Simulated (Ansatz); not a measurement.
# Where V_P puts its levels in the gap of BP (F-43m), part 2 of 2

Aim: at which Fermi levels does V_P in BP (F-43m) change its charge? The model is a cell of 64 host atoms with 1 P taken out.

Ansatz; place-levels on r2SCAN runs: charge-transition levels and formation energies with image-charge correction and potential alignment at the atomic sites; PAW set soft_1.

So far: The starting structure; The runs of each charge state.

### Step 3. Placing the levels, r2SCAN

A charged cell interacts with its images and the background, and its potential has another zero than the host's. place-levels removes the first by a point-charge model, screened by the static dielectric constant since the ions have relaxed around the charge, and the second by comparing potentials at atoms far from the defect.

The host is a run of the defect-free crystal in the same cutoffs, grids and k-points, so that basis and sampling errors cancel in part in the differences. The host is run in a cell of 8 atoms on a matching mesh. Its band edges are searched through the zone by a band path, so the gap is smaller than, or equal to, that on the mesh. Chemical potentials are energies per atom of P (black phosphorus), run with the same functional and cutoff.

levels.point.yaml reads:

```yaml
host:
  run: host.point.run
states: [qm1.point.run, q0_M1.point.run, qp1.point.run, qp2_M1.point.run, qp3.point.run, qm1_M2.point.run, qp3_M2.point.run]
geometry_from:
  qm1.point.run: qm1.relax.run
  q0_M1.point.run: q0_M1.relax.run
  qp1.point.run: qp1.relax.run
  qp2_M1.point.run: qp2_M1.relax.run
  qp3.point.run: qp3.relax.run
  qm1_M2.point.run: qm1_M2.relax.run
  qp3_M2.point.run: qp3_M2.relax.run
  host.point.run: host.relax.run
chemical_potentials:
  P:
    energy: -759.166194
    dataset: "<sha256 of the dataset>"
epsilon: 9.31
static_epsilon: 9.42
vertical:
  - { from: qm1.point.run, to: qm1.point_neutral.run }
  - { from: qp1.point.run, to: qp1.point_neutral.run }
  - { from: qp2_M1.point.run, to: qp2_M1.point_neutral.run }
  - { from: qp3.point.run, to: qp3.point_neutral.run }
  - { from: qm1_M2.point.run, to: qm1_M2.point_neutral.run }
  - { from: qp3_M2.point.run, to: qp3_M2.point_neutral.run }
```

Launch:

```bash
ansatz place-levels levels.point.yaml -- --threads 4 --pin off --max-ram 7536MiB
```

Log:

```text
[... repeated set-up lines and file paths are left out, and long positions are rounded to six places ...]
(+3/+2) 0.095 eV beneath the valence edge (-1.314 eV without the band-filling correction), in the valence band; not on the lower envelope
(+2/+1) 0.251 eV beneath the valence edge (-0.855 eV without the band-filling correction), in the valence band; not on the lower envelope
(+1/0) 0.660 eV above the valence edge, 0.708 eV under the conduction edge
(0/-1) 1.220 eV above the valence edge, 0.148 eV under the conduction edge
(+3/+1) 0.173 eV beneath the valence edge (-1.084 eV without the band-filling correction), in the valence band: charges between them are lowest nowhere
formation energy of charge +3: +5.634 eV with the Fermi level at the valence edge
formation energy of charge +2: +5.539 eV with the Fermi level at the valence edge
formation energy of charge +1: +5.288 eV with the Fermi level at the valence edge
formation energy of charge 0: +5.947 eV with the Fermi level at the valence edge
formation energy of charge -1: +7.167 eV with the Fermi level at the valence edge
vertical -1 to 0: no energy, since no alignment is typed
  the change from vertical[0].from (qm1.point.run) to vertical[0].to (qm1.point_neutral.run): by its spins about the atoms it stands at 0.345 0.366 0.596, with an rms radius of about 3.2 Å (1.8 2.0 1.8 Å across the planes of the cell's vectors); [...]
vertical +1 to 0: no energy, since no alignment is typed
  the change from vertical[1].from (qp1.point.run) to vertical[1].to (qp1.point_neutral.run): by its potential at epsilon 9.31 it stands at 0.370 0.371 0.620, with an rms radius of about 3.1 Å (1.8 1.8 1.8 Å across the planes of the cell's vectors); [...]
vertical +2 to 0: no energy, since no alignment is typed
  the change from vertical[2].from (qp2_M1.point.run) to vertical[2].to (qp2_M1.point_neutral.run): by its potential at epsilon 9.31 it stands at 0.374 0.373 0.623, with an rms radius of about 3.1 Å (1.8 1.8 1.8 Å across the planes of the cell's vectors); [...]
vertical +3 to 0: no energy, since no alignment is typed
  the change from vertical[3].from (qp3.point.run) to vertical[3].to (qp3.point_neutral.run): by its potential at epsilon 9.31 it stands at 0.375 0.375 0.625, with an rms radius of about 3.2 Å (1.8 1.8 1.8 Å across the planes of the cell's vectors); [...]
vertical -1 to 0: no energy, since no alignment is typed
  the change from vertical[4].from (qm1_M2.point.run) to vertical[4].to (qm1_M2.point_neutral.run): by its potential at epsilon 9.31 it stands at 0.310 0.433 0.561, with an rms radius of about 3.3 Å (1.9 1.9 1.9 Å across the planes of the cell's vectors); [...]
vertical +3 to 0: no energy, since no alignment is typed
  the change from vertical[5].from (qp3_M2.point.run) to vertical[5].to (qp3_M2.point_neutral.run): by its potential at epsilon 9.31 it stands at 0.372 0.373 0.625, with an rms radius of about 3.9 Å (2.2 2.2 2.2 Å across the planes of the cell's vectors); [...]
  edges by r2scan, gap 1.368 eV; the host is sampled to repeats of 25.66 Å
  the defect's cells are sampled to repeats of 25.66 Å, like sampling
  charge +3: -28595.1895 eV with its correction of +0.691 eV, at epsilon 9.42, aligned at sites: -0.4868 eV, mean over 35 atomic sites at or beyond 4.54 Å from the host's site at [0.3751, 0.3751, 0.6251] by the defect at [0.3750, 0.3750, 0.6250], with [...]
  charge +2: -28587.2344 eV with its correction of +0.070 eV, at epsilon 9.42, aligned at sites: -0.4431 eV, mean over 35 atomic sites at or beyond 4.54 Å from the host's site at [0.3751, 0.3751, 0.6251] by the defect at [0.3750, 0.3750, 0.6250], with [...]
  charge +1: -28578.8206 eV with its correction of -0.160 eV, at epsilon 9.42, aligned at sites: -0.3988 eV, mean over 35 atomic sites at or beyond 4.54 Å from the host's site at [0.3751, 0.3751, 0.6251] by the defect at [0.3750, 0.3750, 0.6250], with [...]
  charge 0: +0.000 eV for its dipole among its images, +0.000 omitted
  charge -1: -28558.4036 eV with its correction of +0.534 eV, at epsilon 9.42, aligned at sites: -0.2946 eV, mean over 35 atomic sites at or beyond 4.54 Å from the host's site at [0.3751, 0.3751, 0.6251] by the defect at [0.3750, 0.3750, 0.6250], with [...]
  charge +3: states[6] (qp3_M2.point.run) stands 0.032 eV higher, with a moment of 2.00 μB against 0.00
  states[6] (qp3_M2.point.run): levels filled in part (TS 0.005 eV): its energy is of no whole electron's
  charge -1: states[0] (qm1.point.run) stands 0.271 eV higher, with a moment of 0.00 μB against 2.00
  of states[4] (qp3.point.run): it parts from the run at its places by a charge that spreads by about 1.8 Å along one vector (1.6 Å or more is wide), by its potential at epsilon 9.31, taken for that of held ions (one typed too small widens it), where the cell [...]
  of states[3] (qp2_M1.point.run): it parts from the run at its places by a charge that spreads by about 1.8 Å along one vector (1.6 Å or more is wide), by its potential at epsilon 9.31, taken for that of held ions (one typed too small widens it), where the [...]
  of states[2] (qp1.point.run): it parts from the run at its places by a charge that spreads by about 1.8 Å along one vector (1.6 Å or more is wide), by its potential at epsilon 9.31, taken for that of held ions (one typed too small widens it), where the cell [...]
  of states[1] (q0_M1.point.run): stability_check_not_made
  of states[5] (qm1_M2.point.run): it parts from the run at its places by a charge that spreads by about 1.9 Å along one vector (1.6 Å or more is wide), by its potential at epsilon 9.31, taken for that of held ions (one typed too small widens it), where the [...]
  of states[6] (qp3_M2.point.run): it parts from the run at its places by a charge that spreads by about 2.2 Å along one vector (1.6 Å or more is wide), by its potential at epsilon 9.31, taken for that of held ions (one typed too small widens it), where the [...]
  of states[0] (qm1.point.run): it parts from the run at its places by a charge that spreads by about 2 Å along one vector (1.6 Å or more is wide), by the spins about the atoms, where the cell does not tell a trapped carrier from a band state. [...]
  of vertical[0].from (qm1.point.run): its displacements don't fall off away from the defect: farther atoms stand 0.01 Å off the host's places. [...]
  of vertical[0].to (qm1.point_neutral.run): its displacements don't fall off away from the defect: farther atoms stand 0.01 Å off the host's places. [...]
  of vertical[1].from (qp1.point.run): it parts from the run at its places by a charge that spreads by about 1.8 Å along one vector (1.6 Å or more is wide), by its potential at epsilon 9.31, taken for that of held ions (one typed too small widens it), where [...]
  of vertical[1].to (qp1.point_neutral.run): stability_check_not_made
  of vertical[2].from (qp2_M1.point.run): stability_check_not_made; [...]
  of vertical[2].to (qp2_M1.point_neutral.run): stability_check_not_made
  of vertical[3].from (qp3.point.run): it parts from the run at its places by a charge that spreads by about 1.8 Å along one vector (1.6 Å or more is wide), by its potential at epsilon 9.31, taken for that of held ions (one typed too small widens it), where [...]
  of vertical[3].to (qp3.point_neutral.run): stability_check_not_made
  of vertical[4].from (qm1_M2.point.run): stability_check_not_made; [...]
  of vertical[4].to (qm1_M2.point_neutral.run): it set out from the moments of a save, which an earlier run chose (saved_moments_taken); seeded_moment_not_kept; stability_check_not_made
  vertical[5].from (qp3_M2.point.run): levels filled in part (TS 0.005 eV): its energy is of no whole electron's
  of vertical[5].from (qp3_M2.point.run): its moments are held at its close (magnetization.spin_locking), by a field of 0.028 eV a Bohr magneton, and its energy and levels are of the state that this holds: a run that lets them go can end lower; [...]
  of vertical[5].to (qp3_M2.point_neutral.run): stability_check_not_made
```

Run time: 0.89 s. Hardware: 4 threads of Arm Neoverse V1, shared host.

Levels between the charges placed, in eV above the valence top:

```csv
,gap (eV),(+3/+2),(+2/+1),(+1/0),(0/−1)
r2SCAN,1.37,-0.09,-0.25,0.66,1.22
```

Corrections by state:

| charge | moment (μB) | image terms and alignment (eV) | band filling (eV) | ε used | over the lowest of its charge, as the program ranks them, band filling apart (eV) |
| --- | --- | --- | --- | --- | --- |
| +3 | 0.0 | 0.691 | -1.823 | 9.42 | 0.000 |
| +2 | 1.0 | 0.070 | -0.604 | 9.42 | 0.000 |
| +1 | 0.0 | -0.160 | - | 9.42 | 0.000 |
| 0 | 1.0 | 0.000 | - | - | 0.000 |
| −1 | 2.0 | 0.534 | - | 9.42 | 0.000 |
| +3 | 2.0 | 0.462 | - | 9.42 | 0.032 |
| −1 | 0.0 | 0.546 | - | 9.42 | 0.271 |

The charged structures listed were also run neutral, and place-levels reads from each pair, by the potential or the spins, how wide the charge is by which they differ; that can be the carrier of either run.

| charge | rms radius (Å) | spread where it is widest against the cell (Å) | wide from (Å) | reading |
| --- | --- | --- | --- | --- |
| +3 | 3.2 | 1.85 | 1.57 | wide |
| +2 | 3.1 | 1.81 | 1.57 | wide |
| +1 | 3.1 | 1.81 | 1.57 | wide |
| −1 | 3.3 | 1.89 | 1.57 | wide |

The neutral runs of these pairs need not share the spin of the lowest neutral state, and very wide values only mean spread over the cell.

From the program's caveats on the states, each cut to its opening words:

- charge +3, +2 (1 μB), +1: it parts from the run at its places by a charge that spreads by about 1.8 Å along one vector (1.6 Å or more is wide), by its potential at epsilon 9.31, taken [...]
- charge +3: a band-filling correction moves a carrier to the host's band edge, which changes its energy by -1.823 eV
- charge +2 (1 μB): a band-filling correction moves a carrier to the host's band edge, which changes its energy by -0.604 eV
- charge +2 (1 μB), 0 (1 μB), −1 (2 μB), +3 (2 μB): flagged: stability check not made
- charge −1 (2 μB): it parts from the run at its places by a charge that spreads by about 1.9 Å along one vector (1.6 Å or more is wide), by its potential at epsilon 9.31, taken [...]
- charge +3 (2 μB): it parts from the run at its places by a charge that spreads by about 2.2 Å along one vector (1.6 Å or more is wide), by its potential at epsilon 9.31, taken [...]
- charge +3 (2 μB): the host's ions (past the first shell or, of a walk that freed a part, those that it held) aren't shown at rest: they stand up to 0.034 Å off their sites, 1.37 [...]
- charge +3 (2 μB): its moments are held at its close (magnetization.spin_locking), by a field of 0.028 eV a Bohr magneton, and its energy and levels are of the state that this [...]
- charge −1: it parts from the run at its places by a charge that spreads by about 2 Å along one vector (1.6 Å or more is wide), by the spins about the atoms, where the [...]
- charge −1: the host's ions (past the first shell or, of a walk that freed a part, those that it held) aren't shown at rest: they stand up to 0.070 Å off their sites, 9.48 [...]
- charge −1: its displacements don't fall off away from the defect: farther atoms stand 0.01 Å off the host's places

The host's formation energy from the elements is -0.484 eV per atom; it sets how far the chemical potentials can move.

Limit set by the element alone; other compounds of these elements are not counted. Chemical potentials from the elements' reference states: B 0.00 eV, P -0.97 eV. Formation energy by charge state (B-rich; gap 1.37 eV):

```
charge  at valence top (eV)  at conduction bottom (eV)  correction included (eV)
    +3                 4.67                       8.77                     -1.13
    +2                 4.57                       7.31                     -0.53
    +1                 4.32                       5.69                     -0.16
     0                 4.98                       4.98                      0.00
    −1                 6.20                       4.83                      0.53
```

```json
{"Fermi level (eV)": "0.00", "lowest formation energy (eV)": "4.32"}
{"Fermi level (eV)": "0.12", "lowest formation energy (eV)": "4.44"}
{"Fermi level (eV)": "0.25", "lowest formation energy (eV)": "4.57"}
{"Fermi level (eV)": "0.37", "lowest formation energy (eV)": "4.69"}
{"Fermi level (eV)": "0.50", "lowest formation energy (eV)": "4.82"}
{"Fermi level (eV)": "0.62", "lowest formation energy (eV)": "4.94"}
{"Fermi level (eV)": "0.75", "lowest formation energy (eV)": "4.98"}
{"Fermi level (eV)": "0.87", "lowest formation energy (eV)": "4.98"}
{"Fermi level (eV)": "1.00", "lowest formation energy (eV)": "4.98"}
{"Fermi level (eV)": "1.12", "lowest formation energy (eV)": "4.98"}
{"Fermi level (eV)": "1.24", "lowest formation energy (eV)": "4.96"}
{"Fermi level (eV)": "1.37", "lowest formation energy (eV)": "4.83"}
```

Limit set by the element alone; other compounds of these elements are not counted. Chemical potentials from the elements' reference states: P 0.00 eV, B -0.97 eV. Formation energy by charge state (P-rich; gap 1.37 eV):

```csv
charge,at valence top (eV),at conduction bottom (eV),correction included (eV)
+3,5.63,9.74,-1.13
+2,5.54,8.27,-0.53
+1,5.29,6.66,-0.16
0,5.95,5.95,0.00
−1,7.17,5.80,0.53
```

(Fermi level (eV), lowest formation energy (eV)): (0.00, 5.29), (0.12, 5.41), (0.25, 5.54), (0.37, 5.66), (0.50, 5.78), (0.62, 5.91), (0.75, 5.95), (0.87, 5.95), (1.00, 5.95), (1.12, 5.95), (1.24, 5.92), (1.37, 5.80)

### Step 4. Effect of the sampling

The relaxations' own energies give the levels at their sampling, for comparison.

levels.relax_mesh.yaml reads:

```yaml
host:
  run: host.relax.run
states: [qm1.relax.run, q0_M1.relax.run, qp1.relax.run, qp2_M1.relax.run, qp3.relax.run, qm1_M2.relax.run, qp3_M2.relax.run]
chemical_potentials:
  P:
    energy: -759.166194
    dataset: "<sha256 of the dataset>"
```

Launch:

```bash
ansatz place-levels levels.relax_mesh.yaml -- --threads 4 --pin off --max-ram 7536MiB
```

Log:

```text
[...]
(+1/0) 0.411 eV above the valence edge, 0.943 eV under the conduction edge
(0/-1) 1.330 eV above the valence edge, 0.024 eV under the conduction edge
[...]
formation energy of charge +3: +5.653 eV with the Fermi level at the valence edge
formation energy of charge +2: +5.564 eV with the Fermi level at the valence edge
formation energy of charge +1: +5.296 eV with the Fermi level at the valence edge
formation energy of charge 0: +5.706 eV with the Fermi level at the valence edge
formation energy of charge -1: +7.036 eV with the Fermi level at the valence edge
  edges by r2scan, gap 1.354 eV; the host is sampled to repeats of 12.83 Å
[... the lines on each state left out ...]
```

It took 0.24 s on 4 threads.

Levels between neighbouring charges, in eV above the valence top:

```
                        gap (eV)  (+3/+2)  (+2/+1)  (+1/0)  (0/−1)
one point at (¼, ¼, ¼)      1.35    -0.09    -0.27    0.41    1.33
  a 2×2×2 shifted mesh      1.37    -0.09    -0.25    0.66    1.22
```

Going from one point at (¼, ¼, ¼) to a 2×2×2 shifted mesh moves the levels that carry no band-filling term by up to 0.25 eV and formation energies against the elements by up to 0.24 eV; band-filling terms, which differ between samplings, are in these energies.

### Step 5. Summary of results

| Item | Value |
| --- | --- |
| gap of the host | 1.37 eV (r2SCAN) |
| level (plus 3/plus 2) | 0.09 eV below the valence top, not a change between lowest states (-1.31 eV above the valence top without the band-filling term) |
| level (plus 2/plus 1) | 0.25 eV below the valence top, not a change between lowest states (-0.86 eV above the valence top without the band-filling term) |
| level (plus 1/0) | 0.66 eV above the valence top |
| level (0/minus 1) | 1.22 eV above the valence top |
| lowest of the charges placed, just above the valence top (0.02 eV) | +1 |
| lowest of the charges placed, just below the conduction bottom (0.02 eV) | −1 |
| lowest formation energy at mid-gap of the charges run, B-rich | 4.98 eV |
| lowest formation energy at mid-gap of the charges run, P-rich | 5.95 eV |

**Reading.** Of the charges placed (−1, 0, +1, +2 and +3), the lowest changes at 0.66 eV (+1/0) and 1.22 eV (0/−1) above the valence top, in a gap of 1.37 eV. (0/−1) lies nearer to a band edge than the share of the finite-size correction in it (0.53 eV), and that correction holds for a localised charge alone. (0/−1) lies 0.15 eV from a band edge, less than the doubt on such levels. Charges below −1 were not placed, so these runs say nothing of levels that involve them. States placed: +3 at 0 μB and 2 μB; +2 at 1 μB; +1 at 0 μB; 0 at 1 μB; −1 at 2 μB and 0 μB. Other spin states or structures, where not listed, weren't placed. The program finds carriers beyond a band edge of the host and adds a band-filling term at charge +2 (-0.60 eV) and +3 (-1.82 eV); steps to such a charge show no bound level, and a defect level inside a band would be read the same way. Going from one point at (¼, ¼, ¼) to a 2×2×2 shifted mesh moves the levels that carry no band-filling term by up to 0.25 eV and formation energies against the elements by up to 0.24 eV; band-filling terms, which differ between samplings, are in these energies. Keep in mind: r2SCAN makes the gap too small and tends to spread out bound carriers; force components of up to 0.75 eV/Å remain in a run at the final settings.

[Logs are printed without paths, hosts, clocks, repeated set-up lines and the standing remarks that a program may print on its own settings, such as how far it seeks lower states.]

[Hosts, paths, dates, database ids (printed as entryN), source tags and the programs' standing remarks are cut or masked in the printed files.]

[Where a table of states has a column of steps, it counts the stored structures, which are thinned; the runs took as many ionic steps or more.]

[A defect's name tells the site on which it was built; relaxed atoms can leave that site.]

[For some hosts the program warned that the k-mesh of the response run may be too coarse for force constants and the static dielectric constant; such warnings are not shown here.]
